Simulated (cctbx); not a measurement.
**Interatomic vectors of SrNdZn**

Space group P6_3mc (no. 186), a = 5.1760 Å, b = 5.1760 Å, c = 8.0770 Å, α = 90.00°, β = 90.00°, γ = 120.00°, content Nd2 Sr2 Zn2.

Simulated single-crystal data (cctbx): Mo Kα, λ = 0.71073 Å, to d = 0.6 Å, 50 % of the full sphere, strongest reflection 5000 counts, noise from counting, a 6 % proportional error and a noise floor of 2 counts (s.d.); no absorption.

Patterson synthesis from sharpened amplitudes, origin scaled to 1000:

```text
Patterson group P 6/m m m
      u       v       w   height  length (A)
  0.000   0.000   0.000   1000.0     0.00
  0.000   0.000   0.500    729.1     4.04
  0.333   0.667   0.203    258.1     3.41
  0.333   0.667   0.297    255.4     3.83
  0.000   0.000   0.398    149.7     3.21
  0.333   0.667   0.500    120.7     5.02
  0.333   0.667   0.097     64.8     3.09
  0.085   0.171   0.051     45.1     0.87
  0.086   0.173   0.449     41.9     3.71
  0.000   0.169   0.000     39.3     0.88
  0.000   0.083   0.093     34.2     0.86
  0.000   0.000   0.093     33.9     0.75
  0.000   0.169   0.500     27.0     4.13
  0.247   0.495   0.246     23.8     2.98
```

Q: Assign the vectors.

A peak at u stands for all pairs with xi − xj = u, with weight Σ ZiZj against Σ Z² = 11888 at the origin. Peak heights follow these weights only roughly, since form factors, motion and series ripples differ, all vectors within 0.55 Å of a peak are counted as merged into it though the farther ones add only part of their weight, and F(000) is left out, which lowers the whole map:

| u | v | w | shortest length (Å) | height | 1000 ΣZiZj/ΣZ² | pairs in the cell |
| --- | --- | --- | --- | --- | --- | --- |
| 0.000 | 0.000 | 0.500 | 4.04 | 729 | 606 | 2 × Nd–Nd |
| 0.333 | 0.667 | 0.203 | 3.41 | 258 | 343 | 1 × Nd–Sr, 1 × Nd–Zn |
| 0.333 | 0.667 | 0.297 | 3.83 | 255 | 343 | 1 × Nd–Sr, 1 × Nd–Zn |
| 0.000 | 0.000 | 0.398 | 3.21 | 150 | 192 | 2 × Sr–Zn |
| 0.333 | 0.667 | 0.500 | 5.02 | 121 | 197 | 1 × Sr–Sr, 1 × Zn–Zn |
| 0.333 | 0.667 | 0.097 | 3.09 | 65 | 96 | 1 × Sr–Zn |
| 0.085 | 0.171 | 0.051 | 0.87 | 45 | 0 | none within 0.55 Å |

The table stops at ten peaks or at a height of 45, below which ripples compete. In the model behind the data Nd, the heaviest element, has 1 independent site: (0, 0, 0.2597), up to an allowed shift of origin; the Nd–Nd vectors are differences of these positions and their symmetry mates. The whole model:

| atom | mult. | x | y | z | Ueq (Å²) |
| --- | --- | --- | --- | --- | --- |
| Nd1 | 2 | 0 | 0 | 0.2597 | 0.0063 |
| Sr1 | 2 | 1/3 | 2/3 | 0.0418 | 0.0123 |
| Zn1 | 2 | 1/3 | 2/3 | 0.4445 | 0.0095 |

The model was made for the exercise: a known structure type with other elements put in, its volume estimated, not relaxed; displacement parameters are assumed.

[Logs are printed without paths, hosts, clocks, repeated set-up lines and the standing remarks that a program may print on its own settings, such as how far it seeks lower states.]
